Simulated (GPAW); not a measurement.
# Work function of a 9-layer slab of Au(110) at several levels

Aim: the work function of both faces of a 9-layer slab of Au(110), and its spread over functionals and bases.

Method: GPAW, PAW setups; slab in vacuum, relaxation, in the first sound run; inputs show where later runs differ, in GPAW 26.7.0.

## 1. The structure

The cell holds 9 atoms: 9 Au. Its edges and angles: a = 4.080 Å, b = 2.885 Å, c = 25.540 Å, α = 90.0°, β = 90.0°, γ = 90.0°. Vacuum lies along c.

Coordinates:

```cif
data_structure
_symmetry_space_group_name_H-M 'P 1'
_symmetry_Int_Tables_number 1
_cell_length_a 4.0800
_cell_length_b 2.8850
_cell_length_c 25.5400
_cell_angle_alpha 90.000
_cell_angle_beta 90.000
_cell_angle_gamma 90.000
_cell_volume 300.63
loop_
_atom_site_label
_atom_site_type_symbol
_atom_site_fract_x
_atom_site_fract_y
_atom_site_fract_z
_atom_site_occupancy
Au1 Au 0.00000 0.00000 0.27408 1
Au2 Au 0.50000 0.50000 0.33056 1
Au3 Au 0.00000 0.00000 0.38704 1
Au4 Au 0.50000 0.50000 0.44352 1
Au5 Au 0.00000 0.00000 0.50000 1
Au6 Au 0.50000 0.50000 0.55648 1
Au7 Au 0.00000 0.00000 0.61296 1
Au8 Au 0.50000 0.50000 0.66944 1
Au9 Au 0.00000 0.00000 0.72592 1
```

## 2. Relaxing the atoms

Forces are removed first; all later runs use this geometry. The lowest 4 atoms are held at bulk positions and keep their forces.

The input, run.py:

```python
import json
import numpy as np
from ase import Atoms
from ase.constraints import FixAtoms
from ase.optimize import BFGS
from gpaw import GPAW, PW

slab = Atoms(
    ['Au', 'Au', 'Au', 'Au', 'Au', 'Au', 'Au', 'Au', 'Au'],
    positions=[
        [0.00000, 0.00000, 7.00000],
        [2.04000, 1.44250, 8.44250],
        [0.00000, 0.00000, 9.88500],
        [2.04000, 1.44250, 11.32749],
        [0.00000, 0.00000, 12.76999],
        [2.04000, 1.44250, 14.21249],
        [0.00000, 0.00000, 15.65499],
        [2.04000, 1.44250, 17.09748],
        [0.00000, 0.00000, 18.53998]],
    cell=[[4.08, 0.0, 0.0], [0.0, 2.885, 0.0], [0.0, 0.0, 25.53998]],
    pbc=[True, True, False])

slab.calc = GPAW(mode=PW(400), xc='PBE', kpts={'size': (8, 11, 1), 'gamma': True},
                 occupations={'name': 'fermi-dirac', 'width': 0.1}, nbands='160%',
                 convergence={'density': 1e-05}, maxiter=200,
                 poissonsolver={'dipolelayer': 'xy'},
                 symmetry={'tolerance': 1e-3, 'extra_ids': [1, 1, 1, 1, 0, 0, 0, 0, 0]}, txt='slab.txt')
result = {}
slab.set_constraint(FixAtoms([0, 1, 2, 3]))
path = []
opt = BFGS(slab, maxstep=0.2)
opt.attach(lambda: path.append((slab.get_potential_energy(), slab.positions.tolist(), slab.get_forces().tolist())))
result['relaxed'] = bool(opt.run(fmax=0.03, steps=40))
result['path'] = path
energy = slab.get_potential_energy()
fermi = slab.calc.get_fermi_level()
v = slab.calc.get_electrostatic_potential().mean((0, 1)) - fermi
n = slab.calc.get_pseudo_density().mean((0, 1))
L = slab.cell[2, 2]
z = np.arange(len(v)) * L / len(v)
low, high = slab.positions[:, 2].min(), slab.positions[:, 2].max()
below, above = np.interp([low - 4.8, high + 4.8], z, v)
slopes = [np.interp(x, z, np.gradient(v, z)) for x in (low - 4.8, high + 4.8)]
eps = np.array([[slab.calc.get_eigenvalues(k, s) for k in range(len(slab.calc.get_ibz_k_points()))]
                for s in range(slab.calc.get_number_of_spins())]) - fermi
top, bottom = eps[eps < 0].max(), eps[eps > 0].min()
dipole = slab.get_dipole_moment()[2]
print(f'energy {energy:.4f} eV, Fermi level {fermi:.4f} eV, dipole {dipole:.5f} e A')
print(f'potential 4.8 A off the faces, from the Fermi level: lower {below:.4f} eV, upper {above:.4f} eV')
print(f'slope of the potential there: lower {slopes[0]:.5f}, upper {slopes[1]:.5f} eV/A')
print(f'nearest levels on the mesh: {top:.4f} and {bottom:.4f} eV')
print('magnetic moment', round(slab.get_magnetic_moment(), 3))
result.update(energy=energy, fermi=fermi, dipole=dipole, below=below, above=above, slopes=slopes, edges=[top, bottom],
              z=z.tolist(), v=v.tolist(), n=n.tolist(), positions=slab.positions.tolist(),
              forces=slab.get_forces(apply_constraint=False).tolist(), moments=slab.get_magnetic_moments().tolist())
json.dump(result, open('result.json', 'w'))
```

Launch:

```console
> OMP_NUM_THREADS=1 OPENBLAS_NUM_THREADS=1 python run.py
```

What it wrote:

```text
Step          Energy          fmax
BFGS:    0      -26.628934        0.698355
BFGS:    1      -26.636018        0.642261
BFGS:    2      -26.686104        0.265459
BFGS:    3      -26.691817        0.285093
BFGS:    4      -26.701834        0.310157
BFGS:    5      -26.716851        0.308595
BFGS:    6      -26.738612        0.347683
BFGS:    7      -26.762765        0.314101
BFGS:    8      -26.775447        0.302728
BFGS:    9      -26.779001        0.260141
BFGS:   10      -26.781238        0.199829
BFGS:   11      -26.783856        0.097046
BFGS:   12      -26.785272        0.054049
BFGS:   13      -26.785710        0.019044
energy -26.7387 eV, Fermi level 2.5593 eV, dipole -0.00193 e A
potential 4.8 A off the faces, from the Fermi level: lower 4.9475 eV, upper 4.9728 eV
slope of the potential there: lower -0.00024, upper 0.00023 eV/A
nearest levels on the mesh: -0.0398 and 0.0126 eV
magnetic moment 0.0
```

The job ended after 88 min (1 thread of Arm Neoverse V1, shared host; peak memory 0.46 GiB).

The steps of the relaxation:

```csv
step,energy less that of the first step (eV),largest force (eV/Å)
1,0.0000,0.6984
2,-0.0070,0.6423
3,-0.0560,0.2655
4,-0.0614,0.2851
5,-0.0708,0.3102
6,-0.0847,0.3086
7,-0.1050,0.3477
8,-0.1276,0.3141
9,-0.1395,0.3027
10,-0.1431,0.2601
11,-0.1455,0.1998
12,-0.1483,0.0970
13,-0.1498,0.0540
14,-0.1500,0.0190
```

The atoms that moved most (Å):

```csv
atom,dx,dy,dz,length
Au8,0.000,0.000,0.419,0.419
Au9,0.000,0.000,0.371,0.371
Au7,0.000,0.000,0.269,0.269
Au6,0.000,0.000,0.196,0.196
Au5,0.000,0.000,0.119,0.119
```

Final coordinates:

```
Au
1.0
     4.08000    0.00000    0.00000
     0.00000    2.88500    0.00000
     0.00000    0.00000   25.53998
Au
9
Direct
  0.00000 0.00000 0.27408
  0.50000 0.50000 0.33056
  0.00000 0.00000 0.38704
  0.50000 0.50000 0.44352
  0.00000 0.00000 0.50465
  0.50000 0.50000 0.56416
  0.00000 0.00000 0.62349
  0.50000 0.50000 0.68584
  0.00000 0.00000 0.74046
```

Numbers from this step:

```yaml
dipole_along_the_normal: -0.001928 e·Å
levels_nearest_the_fermi_level_on_the_mesh: -0.03976, 0.01260 eV from the Fermi level
upper_work_function: 4.973 eV
lower_work_function: 4.947 eV
```

The electrostatic potential energy of an electron (without an applied field's), less the Fermi level, planar mean oscillates, so the rows of the table below give means over windows of 1.49 Å about each position, cut where the curve ends. Its maxima inside the range that stand out by 2 % of the span (Å: eV): 7.7: -6.05, 9.2: -6.35, 10.6: -6.36, 12.1: -4.62, 13.6: -5.14, 15.2: -5.23, 16.7: -4.13, 18.2: -6.61. Its minima: 7.0: -12.8, 8.4: -13.5, 9.9: -13.7, 11.3: -13.4, 12.9: -13.3, 14.4: -13.3, 16.0: -13.1, 17.6: -13.3, 18.8: -12.7.

Electrostatic potential energy of an electron (without an applied field's), less the Fermi level, planar mean against z; means over each step:

z (Å), electrostatic potential energy of an electron (without an applied field's), less the Fermi level, planar mean (eV) and a bar from the least value:
```
     0.74        4.9 ##############################
     2.23        4.9 ##############################
     3.72        4.9 ##############################
     5.21        4.4 #############################
     6.70       -6.6 #######
     8.19       -9.7 
     9.68       -9.9 
    11.17       -9.6 #
    12.66       -9.0 ##
    14.15       -9.2 #
    15.64       -9.1 ##
    17.13       -8.7 ##
    18.62       -9.4 #
    20.11        2.3 #########################
    21.60        4.9 ##############################
    23.09        5.0 ##############################
    24.58        5.0 ##############################
```

The pseudo valence density, planar mean oscillates, so the rows of the table below give means over windows of 1.49 Å about each position, cut where the curve ends. Its maxima inside the range that stand out by 2 % of the span (Å: e/Å³): 7.0: 0.818, 8.5: 0.837, 9.8: 0.829, 11.3: 0.837, 13.0: 0.813, 14.5: 0.827, 16.0: 0.828, 17.5: 0.828, 18.9: 0.815. Its minima: 7.7: 0.492, 9.2: 0.487, 10.6: 0.488, 12.1: 0.428, 13.6: 0.448, 15.1: 0.452, 16.8: 0.419, 18.3: 0.522.

Table of pseudo valence density, planar mean by z; means over each step:

z (Å), pseudo valence density, planar mean (e/Å³) and a bar:
```
     2.23      0.000 
     3.72      0.000 
     5.21      0.025 #
     6.70      0.509 ########################
     8.19      0.644 ##############################
     9.68      0.644 ##############################
    11.17      0.631 #############################
    12.66      0.608 ############################
    14.15      0.617 #############################
    15.64      0.613 #############################
    17.13      0.600 ############################
    18.62      0.632 #############################
    20.11      0.120 ######
    21.60      0.002 
    23.09      0.000
```

The relaxation lowered the energy of the cell by 0.150 eV (energies extrapolated to zero smearing; the optimiser's log prints free energies). The largest force left on a free atom is 0.019 eV/Å.

## 3. Plane waves, PBE

With the geometry fixed, the planar mean of the potential gives the vacuum level on each side.

This step: GPAW, PAW setups; slab in vacuum (GPAW 26.7.0).

Changes to run.py since step 2:

```diff
@@ -3,4 +3,2 @@
 from ase import Atoms
-from ase.constraints import FixAtoms
-from ase.optimize import BFGS
 from gpaw import GPAW, PW
@@ -14,7 +12,7 @@
         [2.04000, 1.44250, 11.32749],
-        [0.00000, 0.00000, 12.76999],
-        [2.04000, 1.44250, 14.21249],
-        [0.00000, 0.00000, 15.65499],
-        [2.04000, 1.44250, 17.09748],
-        [0.00000, 0.00000, 18.53998]],
+        [0.00000, 0.00000, 12.88880],
+        [2.04000, 1.44250, 14.40867],
+        [0.00000, -0.00000, 15.92390],
+        [2.04000, 1.44250, 17.51630],
+        [0.00000, 0.00000, 18.91137]],
     cell=[[4.08, 0.0, 0.0], [0.0, 2.885, 0.0], [0.0, 0.0, 25.53998]],
@@ -26,10 +24,4 @@
                  poissonsolver={'dipolelayer': 'xy'},
-                 symmetry={'tolerance': 1e-3, 'extra_ids': [1, 1, 1, 1, 0, 0, 0, 0, 0]}, txt='slab.txt')
+                 symmetry={'tolerance': 1e-3}, txt='slab.txt')
 result = {}
-slab.set_constraint(FixAtoms([0, 1, 2, 3]))
-path = []
-opt = BFGS(slab, maxstep=0.2)
-opt.attach(lambda: path.append((slab.get_potential_energy(), slab.positions.tolist(), slab.get_forces().tolist())))
-result['relaxed'] = bool(opt.run(fmax=0.03, steps=40))
-result['path'] = path
 energy = slab.get_potential_energy()
```

What it wrote:

```text
energy -26.7387 eV, Fermi level 2.5592 eV, dipole -0.00223 e A
potential 4.8 A off the faces, from the Fermi level: lower 4.9479 eV, upper 4.9726 eV
slope of the potential there: lower -0.00029, upper 0.00023 eV/A
nearest levels on the mesh: -0.0398 and 0.0126 eV
magnetic moment 0.0
```

Run time: 12 min. Hardware: 1 thread; peak memory 0.45 GiB.

This step gave:

```
dipole along the normal                    : -0.002232 e·Å
levels nearest the Fermi level on the mesh : -0.03975, 0.01260 eV from the Fermi level
lower work function                        : 4.948 eV
```

The electrostatic potential energy of an electron (without an applied field's), less the Fermi level, planar mean oscillates, so the rows of the table below give means over windows of 1.49 Å about each position, cut where the curve ends. Its maxima inside the range that stand out by 2 % of the span (Å: eV): 7.7: -6.05, 9.2: -6.35, 10.6: -6.36, 12.1: -4.62, 13.6: -5.14, 15.2: -5.23, 16.7: -4.13, 18.2: -6.61. Its minima: 7.0: -12.8, 8.4: -13.5, 9.9: -13.7, 11.3: -13.4, 12.9: -13.3, 14.4: -13.3, 16.0: -13.1, 17.6: -13.3, 18.8: -12.7.

The electrostatic potential energy of an electron (without an applied field's), less the Fermi level, planar mean by z; means over each step:

z (Å), electrostatic potential energy of an electron (without an applied field's), less the Fermi level, planar mean (eV) and a bar from the least value:
```
     0.74        4.9 ##############################
     2.23        4.9 ##############################
     3.72        4.9 ##############################
     5.21        4.4 #############################
     6.70       -6.6 #######
     8.19       -9.7 
     9.68       -9.9 
    11.17       -9.6 #
    12.66       -9.0 ##
    14.15       -9.2 #
    15.64       -9.1 ##
    17.13       -8.7 ##
    18.62       -9.4 #
    20.11        2.3 #########################
    21.60        4.9 ##############################
    23.09        5.0 ##############################
    24.58        5.0 ##############################
```

The pseudo valence density, planar mean oscillates, so the rows of the table below give means over windows of 1.49 Å about each position, cut where the curve ends. Its maxima inside the range that stand out by 2 % of the span (Å: e/Å³): 7.0: 0.818, 8.5: 0.837, 9.8: 0.829, 11.3: 0.837, 13.0: 0.813, 14.5: 0.827, 16.0: 0.828, 17.5: 0.828, 18.9: 0.815. Its minima: 7.7: 0.492, 9.2: 0.487, 10.6: 0.488, 12.1: 0.428, 13.6: 0.448, 15.1: 0.452, 16.8: 0.419, 18.3: 0.522.

Pseudo valence density, planar mean against z; means over each step:

```csv
z (Å),"pseudo valence density, planar mean (e/Å³)"
2.23,6.6e-6
3.72,3.6e-4
5.21,0.0246
6.70,0.509
8.19,0.644
9.68,0.644
11.17,0.631
12.66,0.608
14.15,0.617
15.64,0.613
17.13,0.600
18.62,0.632
20.11,0.120
21.60,0.00176
23.09,3.0e-5
```

Force by atom:

```csv
atom,x (eV/Å),y (eV/Å),z (eV/Å),size
Au1,0.000,0.000,-0.160,0.160
Au2,0.000,0.000,-0.699,0.699
Au3,0.000,0.000,0.272,0.272
Au4,0.000,0.000,0.572,0.572
Au5,0.000,0.000,-0.002,0.002
Au6,0.000,0.000,0.007,0.007
Au7,0.000,0.000,0.005,0.005
Au8,0.000,0.000,0.017,0.017
Au9,0.000,0.000,-0.013,0.013
```

The potential is flat to 2.9e-4 eV/Å where it is read, so the vacuum is wide enough.

## 4. Self-consistent run: xc = "RPBE"

The same geometry under RPBE, to see how far the functional moves the levels against the vacuum.

Changes to run.py since step 3:

```diff
@@ -20,3 +20,3 @@
 
-slab.calc = GPAW(mode=PW(400), xc='PBE', kpts={'size': (8, 11, 1), 'gamma': True},
+slab.calc = GPAW(mode=PW(400), xc='RPBE', kpts={'size': (8, 11, 1), 'gamma': True},
                  occupations={'name': 'fermi-dirac', 'width': 0.1}, nbands='160%',
```

What it wrote:

```text
energy -21.7974 eV, Fermi level 2.7048 eV, dipole -0.00220 e A
potential 4.8 A off the faces, from the Fermi level: lower 4.7693 eV, upper 4.7933 eV
slope of the potential there: lower -0.00025, upper 0.00029 eV/A
nearest levels on the mesh: -0.0434 and 0.0074 eV
magnetic moment 0.0
```

Elapsed: 13 min, on 1 thread; peak memory 0.45 GiB.

This step gave:

- dipole along the normal: -0.002196 e·Å
- levels nearest the Fermi level on the mesh: -0.04340, 0.007401 eV from the Fermi level
- upper work function: 4.793 eV
- lower work function: 4.769 eV

The electrostatic potential energy of an electron (without an applied field's), less the Fermi level, planar mean oscillates, so the rows of the table below give means over windows of 1.49 Å about each position, cut where the curve ends. Its maxima inside the range that stand out by 2 % of the span (Å: eV): 7.7: -6.17, 9.2: -6.46, 10.6: -6.48, 12.1: -4.74, 13.6: -5.26, 15.2: -5.35, 16.7: -4.26, 18.2: -6.73. Its minima: 7.0: -12.9, 8.4: -13.6, 9.9: -13.8, 11.3: -13.5, 12.9: -13.4, 14.4: -13.4, 16.0: -13.3, 17.6: -13.4, 18.8: -12.9.

Electrostatic potential energy of an electron (without an applied field's), less the Fermi level, planar mean against z; means over each step:

```csv
z (Å),"electrostatic potential energy of an electron (without an applied field's), less the Fermi level, planar mean (eV)"
0.74,4.77
2.23,4.77
3.72,4.76
5.21,4.24
6.70,-6.74
8.19,-9.79
9.68,-9.98
11.17,-9.70
12.66,-9.09
14.15,-9.29
15.64,-9.20
17.13,-8.78
18.62,-9.48
20.11,2.13
21.60,4.75
23.09,4.79
24.58,4.79
```

The pseudo valence density, planar mean oscillates, so the rows of the table below give means over windows of 1.49 Å about each position, cut where the curve ends. Its maxima inside the range that stand out by 2 % of the span (Å: e/Å³): 7.0: 0.819, 8.5: 0.837, 9.8: 0.830, 11.3: 0.838, 13.0: 0.814, 14.5: 0.828, 16.0: 0.829, 17.5: 0.829, 18.9: 0.816. Its minima: 7.7: 0.492, 9.2: 0.487, 10.6: 0.488, 12.1: 0.427, 13.6: 0.447, 15.1: 0.452, 16.8: 0.419, 18.3: 0.521.

The pseudo valence density, planar mean by z; means over each step:

z (Å), pseudo valence density, planar mean (e/Å³) and a bar:
```
     2.23      0.000 
     3.72      0.000 
     5.21      0.024 #
     6.70      0.509 ########################
     8.19      0.644 ##############################
     9.68      0.644 ##############################
    11.17      0.631 #############################
    12.66      0.608 ############################
    14.15      0.617 #############################
    15.64      0.613 #############################
    17.13      0.600 ############################
    18.62      0.633 #############################
    20.11      0.119 ######
    21.60      0.002 
    23.09      0.000
```

Force by atom:

```csv
atom,x (eV/Å),y (eV/Å),z (eV/Å),size
Au1,0.000,0.000,-0.409,0.409
Au2,0.000,0.000,-0.734,0.734
Au3,0.000,0.000,0.279,0.279
Au4,0.000,0.000,0.591,0.591
Au5,0.000,0.000,-0.004,0.004
Au6,0.000,0.000,0.006,0.006
Au7,0.000,0.000,0.005,0.005
Au8,0.000,0.000,0.032,0.032
Au9,0.000,0.000,0.230,0.230
```

The upper face's work function is 4.793 eV, against 4.973 eV in the first plane-wave PBE run at this geometry.

## 5. Self-consistent run: xc = "LDA"

The same geometry under LDA, to see how far the functional moves the levels against the vacuum.

Changes to run.py since step 4:

```diff
@@ -20,3 +20,3 @@
 
-slab.calc = GPAW(mode=PW(400), xc='RPBE', kpts={'size': (8, 11, 1), 'gamma': True},
+slab.calc = GPAW(mode=PW(400), xc='LDA', kpts={'size': (8, 11, 1), 'gamma': True},
                  occupations={'name': 'fermi-dirac', 'width': 0.1}, nbands='160%',
```

What it wrote:

```text
energy -36.6724 eV, Fermi level 2.1531 eV, dipole -0.00240 e A
potential 4.8 A off the faces, from the Fermi level: lower 5.3573 eV, upper 5.3845 eV
slope of the potential there: lower -0.00015, upper 0.00010 eV/A
nearest levels on the mesh: -0.0364 and 0.0187 eV
magnetic moment 0.0
```

Elapsed: 13 min, on 1 thread; peak memory 0.45 GiB.

Numbers from this step:

```yaml
dipole_along_the_normal: -0.002398 e·Å
levels_nearest_the_fermi_level_on_the_mesh: -0.03641, 0.01866 eV from the Fermi level
upper_work_function: 5.385 eV
lower_work_function: 5.357 eV
```

The upper face's work function is 5.385 eV, against 4.973 eV in the first plane-wave PBE run at this geometry.

## 6. Self-consistent run: xc = "revPBE"

The same geometry under revPBE, to see how far the functional moves the levels against the vacuum.

Changes to run.py since step 5:

```diff
@@ -20,3 +20,3 @@
 
-slab.calc = GPAW(mode=PW(400), xc='LDA', kpts={'size': (8, 11, 1), 'gamma': True},
+slab.calc = GPAW(mode=PW(400), xc='revPBE', kpts={'size': (8, 11, 1), 'gamma': True},
                  occupations={'name': 'fermi-dirac', 'width': 0.1}, nbands='160%',
```

What it wrote:

```text
energy -22.6376 eV, Fermi level 2.6778 eV, dipole -0.00221 e A
potential 4.8 A off the faces, from the Fermi level: lower 4.7874 eV, upper 4.8116 eV
slope of the potential there: lower -0.00022, upper 0.00023 eV/A
nearest levels on the mesh: -0.0431 and 0.0081 eV
magnetic moment 0.0
```

The job ended after 13 min (1 thread; peak memory 0.45 GiB).

Numbers from this step:

```
dipole along the normal                    : -0.002212 e·Å
levels nearest the Fermi level on the mesh : -0.04312, 0.008124 eV from the Fermi level
upper work function                        : 4.812 eV
lower work function                        : 4.787 eV
```

The upper face's work function is 4.812 eV, against 4.973 eV in the first plane-wave PBE run at this geometry.

(Part 1 of 2 ends here.)

[Logs are printed without paths, hosts, clocks, repeated set-up lines and the standing remarks that a program may print on its own settings, such as how far it seeks lower states.]

[Hosts, paths, dates, database ids (printed as entryN), source tags and the programs' standing remarks are cut or masked in the printed files.]
